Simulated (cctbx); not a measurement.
## What resolution and counting buy: Ti2Ir21C6

Space group Fm-3m (no. 225), a = 11.5870 Å, b = 11.5870 Å, c = 11.5870 Å, α = 90.00°, β = 90.00°, γ = 90.00°.

| atom | mult. | x | y | z | Ueq (Å²) |
| --- | --- | --- | --- | --- | --- |
| Ir1 | 48 | 0 | 0.8337 | 0.8337 | 0.0111 |
| Ir2 | 32 | 0.3838 | 0.8838 | 0.8838 | 0.0126 |
| Ir3 | 4 | 0 | 0 | 0 | 0.0119 |
| Ti1 | 8 | 1/4 | 3/4 | 3/4 | 0.0350 |
| C1 | 24 | 0.7244 | 0 | 0 | 0.0339 |

The model was made for the exercise: a known structure type with other elements put in, its volume estimated, not relaxed; displacement parameters are assumed.

Five simulated data sets (cctbx; Mo Kα, λ = 0.71073 Å; 4 % proportional error) differ in resolution or exposure (noise floor 15 counts in the first three, 8 in the last two). Each is refined with the right model, isotropic at 1.1 Å and anisotropic otherwise. How do the figures of merit and the uncertainties move?

```csv
d min (Å),top counts,"⟨I/σ⟩ (unmerged, absences included)",unique,param. (scale apart),Rint,R1,GooF,largest s.u. xyz (fractional),s.u. U of C1 (Å²),largest error (Å)
1.1,20000,3.3,52,8,0.038,0.0074,1.19,0.00207,0.0064,0.0261
0.84,20000,2.9,98,12,0.040,0.0061,0.95,0.00135,0.0073,0.0175
0.6,20000,2.2,237,12,0.053,0.0085,0.93,0.00108,0.0053,0.0029
0.75,300,0.3,131,12,0.460,0.0574,0.96,0.00691,0.0321,0.0314
0.75,3000,1.3,131,12,0.092,0.0143,0.96,0.00244,0.0130,0.0020
```

The number of reflections grows roughly as 1/d³: 52, 98 and 237 here. R1 follows the noise rather than the truth: at 300 counts it is 0.0574, at 3000 counts 0.0143, while GooF is 0.96 and 0.96: the weights 1/σ² carry the noise. The s.u. of U (U11 where anisotropic) for C1 goes 0.0064, 0.0073, 0.0053 Å² with resolution and 0.0321, 0.0130 Å² with exposure.

The 1.1 Å row also differs in its displacement model, so it isn't a clean test of resolution.

Hardware for the 0.6 Å refinement: 0.97 s on 1 thread of Arm Neoverse N1 (shared host), peak memory 0.1 GiB.

[Logs are printed without paths, hosts, clocks, repeated set-up lines and the standing remarks that a program may print on its own settings, such as how far it seeks lower states.]
